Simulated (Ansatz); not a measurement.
# HfO2 (model cell, started as fluorite): phonons and vibrational spectra

The cell of HfO2 (model cell, started as fluorite) is at rest. What are its phonons? After the zone centre comes a 4×4×4 q mesh on a 8×8×8 k mesh.

Program: Ansatz 0.2.0. Level of theory: DFT LDA, scalar-relativistic, plane waves, PAW; PAW set soft_1. Results are calculated unless marked as measured.

## Step 1: Set-up

It takes space group Fm-3m (No. 225, cubic). The conventional cell has a = 5.002 Å, b = 5.002 Å, c = 5.002 Å, α = 90.00°, β = 90.00°, γ = 90.00°. Nearest to Hf lie 8 O at 2.17 Å. Nearest to O lie 4 Hf at 2.17 Å. Farther neighbours and most contacts between anions are not listed.

## Step 2: Modes at Γ

The cell comes from relaxations at this level that are not shown. The zone centre comes first: it holds the modes that light can see, as far as symmetry allows. The response to a homogeneous field gives the Born charges and the dielectric tensor.

The input, input.yaml:

```yaml
crystal:
  lattice:
    - [0.0, 2.5008814195, 2.5008814195]
    - [2.5008814195, 0.0, 2.5008814195]
    - [2.5008814195, 2.5008814195, 0.0]
  atoms:
    - { symbol: Hf, position: [0.0, 0.0, 0.0] }
    - { symbol: O, position: [0.25, 0.25, 0.25] }
    - { symbol: O, position: [0.75, 0.75, 0.75] }
kpoints:
  mp_grid: { grid: [8, 8, 8] }
hamiltonian:
  xc: lda
  pseudopotentials: { kind: paw, azcp: { folder: soft_1 }, xc_functional: pbe }
scf:
  occupations: { method: fixed }
output:
  eigenvalues: true
phonons:
  method: dfpt
  dielectric: true
  rigid_motions: translations
```

The run is started by

```sh
$ ansatz run input.yaml --threads 8 --pin off --max-ram 16384MiB --backend cpu --events-out ev --progress --plain --runs-dir out
```

Numbers of over 12 decimals in the logs are rounded to 6 here.

The log of the run:

```text
Engine: ansatz 0.2.0, x86_64-unknown-linux-gnu
Pseudopotentials: kind: paw
Pseudopotential: Hf, paw, valence charge 26, recommended cutoff 420 eV (normal), soft_1/Hf.paw.azcp
Pseudopotential: O, paw, valence charge 6, recommended cutoff 420 eV (normal), soft_1/O.paw.azcp
Functional definition: SPW92
  exchange = slater_x
  correlation = pw_c
Crystal: 3 atoms, lattice volume = 31.283 Å³
Basis set: ecut = 420 eV, 609 PW (Γ), exchange–correlation on 48×48×48 points (8 copies of the dense FFT grid, shifted against one another)
Bands: 23, of which v1, the nominal top of the filled ones, is band 19 counted from 1 (18 counted from 0)
Symmetry: 48 space group operations
k-points: 95 of 512 (irreducible under 4 space group operations, time reversal used)
Non-local potential: Hf, projectors of the file, l = 0: 3, l = 1: 2, l = 2: 2, l = 3: 3
Non-local potential: O, projectors of the file, l = 0: 2, l = 1: 2, l = 2: 1
PAW form: soft (Blöchl's): semilocal exchange-correlation on the pseudo side does not see the compensation charge
PAW frozen core: Hf, regenerated for the run's functional, and the local potential with it (the file was generated under x = pbe(κ = 0.804, μ = 0.219515), c = pbe(β = 0.066725))
PAW frozen core: O, regenerated for the run's functional, and the local potential with it (the file was generated under x = pbe(κ = 0.804, μ = 0.219515), c = pbe(β = 0.066725))
PAW one-centre angular grid: Hf, 590 points (default); XC on 64 Gauss nodes
PAW one-centre angular grid: O, 110 points (default); XC on 64 Gauss nodes
Initial density: superposition of atomic densities (chi_scale 0.1, normalization cell, long waves kept (reshape's long-wave potential 0.00 eV rms))
Initial wavefunctions: pseudopotential atomic-orbital guess
Functional: x = slater, c = lda
SCF iter   1: F=—  HF=-16594.311906 eV  |F-HF|=—  |Δ(HF+E_count)|=         —  Δρ=9.06e-2  dr2=1.96e0  ethr=3.10e-3  ⟨swp⟩=4.0  Hψ=7206  notcnv=0  defer=184
preconditioner: auto → none  [insulator: Δε(μ)=3.094 eV  Ē_g=19.419 eV  n_scr=14 (ndim 8)  ℏωp=39.8 eV  f_vac=0.000  ε∞_Penn≈5.2]
SCF iter   2: F=—  HF=-16593.723644 eV  |F-HF|=—  |Δ(HF+E_count)|=   5.88e-1  Δρ=3.64e-2  dr2=3.53e-1  ethr=3.10e-3  ⟨swp⟩=2.3  Hψ=5138  notcnv=0  defer=169
SCF iter   3: F=—  HF=-16593.640317 eV  |F-HF|=—  |Δ(HF+E_count)|=   8.33e-2  Δρ=2.58e-2  dr2=1.14e-1  ethr=9.28e-4  ⟨swp⟩=2.0  Hψ=3797  notcnv=0  defer=190
SCF iter   4: F=—  HF=-16593.617532 eV  |F-HF|=—  |Δ(HF+E_count)|=   2.28e-2  Δρ=5.52e-3  dr2=4.63e-3  ethr=3.00e-4  ⟨swp⟩=2.8  Hψ=4411  notcnv=0  defer=190
SCF iter   5: F=—  HF=-16593.619745 eV  |F-HF|=—  |Δ(HF+E_count)|=   2.21e-3  Δρ=2.61e-3  dr2=7.07e-4  ethr=1.22e-5  ⟨swp⟩=2.0  Hψ=4396  notcnv=0  defer=190
SCF iter   6: F=—  HF=-16593.620051 eV  |F-HF|=—  |Δ(HF+E_count)|=   3.06e-4  Δρ=2.34e-4  dr2=5.35e-6  ethr=1.86e-6  ⟨swp⟩=2.0  Hψ=3610  notcnv=0  defer=190
SCF iter   7: F=—  HF=-16593.620053 eV  |F-HF|=—  |Δ(HF+E_count)|=   1.68e-6  Δρ=1.36e-5  dr2=3.56e-8  ethr=1.41e-8  ⟨swp⟩=2.0  Hψ=3756  notcnv=0
SCF iter   8: F=—  HF=-16593.620056 eV  |F-HF|=—  |Δ(HF+E_count)|=   3.38e-6  Δρ=2.21e-6  dr2=7.45e-10  ethr=9.37e-11  ⟨swp⟩=2.4  Hψ=3992  notcnv=0
SCF iter   9: F=-16593.620056 eV  HF=-16593.620056 eV  |F-HF|=5.82e-11  |Δ(HF+E_count)|=  1.06e-10  Δρ=3.27e-7  dr2=3.22e-11  ethr=1.00e-12  ⟨swp⟩=8.4  Hψ=15045  notcnv=0
SCF 1 converged in 9 iterations: F = -16593.620056 eV  dr2 = 3.22e-11
  greatest PAW one-centre occupation: 0.999 electrons in one spin orbital (limit 2), on the Hf atom at site 0 (counted from 0), in its partial waves of l = 3
DFPT response loops at Γ: preconditioner auto → none (the input reference at scf.mixing.eps_inf says where Resta's filter doesn't serve); β = 0.50; Broyden in place of MSR1
SCF converged after 9 iterations
Free energy (F): -16593.620056 eV
Harris-Foulkes:  -16593.620056 eV  (|F-HF|=5.82e-11)
Internal energy: -16593.620056 eV  (E = F + TS)
E sigma→0 (E₀):  -16593.620056 eV
Fermi energy:    15.224144 eV
--- Per-component energies (eV) ---
  E_band       = 24.764285
  E_kinetic    = 743.873191
  E_local      = -6872.136525  (includes V_loc(G=0)·N_el)
  E_nonlocal   = 187.372687
  E_hartree    = 3281.541837
  E_xc         = -405.869501
  E_vxc        = -436.994821  (∫ρ·V_xc dr)
  E_paw        = -7761.212926  (= ΣΔE_a)
  E_vpaw       = -160.436110  (= ΣTr[D̂ρ^β])
  E_aug_tail   = 0.001613  (compensation charges beyond the density's cutoff)
  E_ewald      = -5769.841363
  E_core_change = 2.650931  (= ΣΔE_core)
  E_smearing   = -0.000000  (= −TS)
  E_closure    = 0.000000  (closes the sum)
  Σ components = -16593.620056   (vs F -16593.620056, Δ=0.00e0)
--- Band table (eV; the first three rows and the last of 95) ---
  k-point 0: bands = [... 15 lower, 9.4989, 14.5758, 14.5758, 14.5758, 18.9883, 18.9883, 21.1481, 26.0863]
  k-point 1: bands = [... 15 lower, 9.9829, 14.1083, 14.2599, 14.2599, 19.3141, 19.3141, 21.7493, 25.3061]
  k-point 2: bands = [... 15 lower, 11.0675, 13.1684, 13.7061, 13.7061, 19.7908, 19.7908, 22.3352, 24.7320]
  k-point 94: bands = [... 15 lower, 12.5103, 12.5103, 13.6792, 14.9991, 20.0080, 20.3680, 22.5858, 22.5858]
--- Phonons (Γ-DFPT): 2 representative perturbations + reference, on 95 of 512 k-points (Σ response iterations 9) ---
  k mesh reduced under 4 symmetry operations, with k and −k counted as one. Each operation leaves every solved perturbation unchanged. A smaller set is not considered because the run solves the response to a homogeneous field
  ASR residual: 1.316e-4 → 0.000e0 eV/Å²; symmetrization residual: 5.440e-7 eV/Å²
  ASR residual per site (eV/Å²): 1.32e-4 2.68e-5 2.68e-5
  Γ frequencies (cm⁻¹): 0.00 0.00 0.00 248.33 248.33 248.33 596.45 596.45 596.45
  ε∞ (high-frequency dielectric tensor):
        5.395189     0.000000    -0.000000
        0.000000     5.395189     0.000000
        0.000000     0.000000     5.395189
  ε⁰ (static dielectric tensor: ions relaxed, cell fixed):
       34.763792     0.000000     0.000000
        0.000000    34.763792    -0.000000
        0.000000    -0.000000    34.763792
  ε⁰ − ε∞ (ionic part):
       29.368603     0.000000     0.000000
        0.000000    29.368603    -0.000000
        0.000000    -0.000000    29.368603
  softest optical mode at Γ: 248.33 cm⁻¹; the repairs (sum rule, projections) moved no ω² at Γ by more than (0.73 cm⁻¹)²
  Born effective charges Z* (e; rows j = field, columns β = displacement):
    site 0:
         5.58952   -0.00000    0.00000
         0.00000    5.58952    0.00000
        -0.00000   -0.00000    5.58952
    site 1:
        -2.79476    0.00000   -0.00000
        -0.00000   -2.79476   -0.00000
         0.00000    0.00000   -2.79476
    site 2:
        -2.79476    0.00000   -0.00000
        -0.00000   -2.79476    0.00000
        -0.00000    0.00000   -2.79476
  Z* charge neutrality: 2.433e-5 e pre-enforcement
  k-mesh period / interband length: 28.3 Å / 1.35 Å = 20.98 at k = (0.0000, 0.0000, 0.0000), direct gap 4.412 eV — 14 or more, which is no proof of convergence
  optical modes at Γ without the LO–TO term, one row a degenerate level:
      ω (cm⁻¹)  modes    IR ((D/Å)²/amu)
        248.33      3            79.6938
        596.45      3             0.0000
  optical modes at Γ + LO–TO along q̂ = [1.0000, 0.0000, 0.0000]:
      ω (cm⁻¹)  modes    IR ((D/Å)²/amu)
        248.33      2            53.1292
        596.45      3             0.0000
        630.37      1            26.5646
  optical modes at Γ + LO–TO along q̂ = [0.0000, 1.0000, 0.0000]:
      ω (cm⁻¹)  modes    IR ((D/Å)²/amu)
        248.33      2            53.1292
        596.45      3             0.0000
        630.37      1            26.5646
  optical modes at Γ + LO–TO along q̂ = [0.0000, 0.0000, 1.0000]:
      ω (cm⁻¹)  modes    IR ((D/Å)²/amu)
        248.33      2            53.1292
        596.45      3             0.0000
        630.37      1            26.5646
```

Wall time 8.3 s (8 threads of Intel Xeon at 2.70GHz, shared host); peak memory 0.62 GiB.

Numbers from this step:

```
gap on the k-mesh                                       : 3.661 eV
volume per atom                                         : 10.43 Å³
sum-rule residual before enforcement                    : 1.32e-4 eV/Å²
miss of the charge sum rule                             : 2.43e-5 e
point group                                             : m-3m
highest optical mode at the zone centre (no LO-TO term) : 596.5 cm⁻¹
lowest optical zone-centre mode                         : 248.3 cm⁻¹
mean high-frequency dielectric constant                 : 5.395
largest Born charge (third of the trace)                : 5.590 e
mean static dielectric constant                         : 34.76
top of the zone-centre spectrum with the field          : 630.4 cm⁻¹
```

Without the LO-TO term. Patterns of degenerate modes are one choice out of their space. The modes at Γ (shares of kinetic energy by element, %):

```csv
mode,frequency (cm⁻¹),symmetry,Hf %,O %
1,0.0,acoustic,85,15
2,0.0,acoustic,85,15
3,0.0,acoustic,85,15
4,248.3,T1u,15,85
5,248.3,T1u,15,85
6,248.3,T1u,15,85
7,596.5,T2g,0,100
8,596.5,T2g,0,100
9,596.5,T2g,0,100
```

Displacements in mode 4 (248.3 cm⁻¹), the largest set to 1:
```
Hf1  0.00 -0.02 -0.18
O2   0.00  0.11  1.00
O3   0.00  0.11  1.00
```

Displacements in mode 9 (596.5 cm⁻¹), the largest set to 1:
```
Hf1  0.00  0.00  0.00
O2  -0.57 -1.00 -0.73
O3   0.57  1.00  0.73
```

Optical modes at the zone centre, without and with the macroscopic field of the longitudinal modes; each column is sorted by frequency, so a row need not hold one and the same mode. Modes with and without the field, by row:

```csv
rank among optical modes,no field (cm⁻¹),"q along (1, 0, 0) (cm⁻¹)"
1,248.3,248.3
2,248.3,248.3
3,248.3,596.5
4,596.5,596.5
5,596.5,596.5
6,596.5,630.4
```

Born charge (rows field, columns displacement) (e), principal values of the symmetric part by kind of site:

```csv
atom,atoms with these values,low,middle,high,mean
Hf1,1,5.59,5.59,5.59,5.59
O2,2,-2.79,-2.79,-2.79,-2.79
```

In full for Hf1:

```
5.59 0.00 0.00
0.00 5.59 0.00
0.00 0.00 5.59
```

High-frequency dielectric tensor:

```
5.40 0.00 0.00
0.00 5.40 0.00
0.00 0.00 5.40
```

Static dielectric tensor (ions relaxed, fixed cell):

```
34.76  0.00  0.00
 0.00 34.76  0.00
 0.00  0.00 34.76
```

Transverse modes. Infrared lines, with heights relative to the strongest:

```csv
position (cm⁻¹),label,relative intensity
248,T1u,100
596,T2g,0.0
```

Before it was imposed, the acoustic sum rule was missed by 1.3e-4 eV/Å² and the charge sum rule by 2.4e-5 e. Small misses are needed for a sound result but don't prove that mesh and cutoff are converged. The lowest optical mode is real, 248 cm⁻¹.

(Continued in part 2 of 2.)

[Logs are printed without paths, hosts, clocks, repeated set-up lines and the standing remarks that a program may print on its own settings, such as how far it seeks lower states.]

[Hosts, paths, dates, database ids (printed as entryN), source tags and the programs' standing remarks are cut or masked in the printed files.]
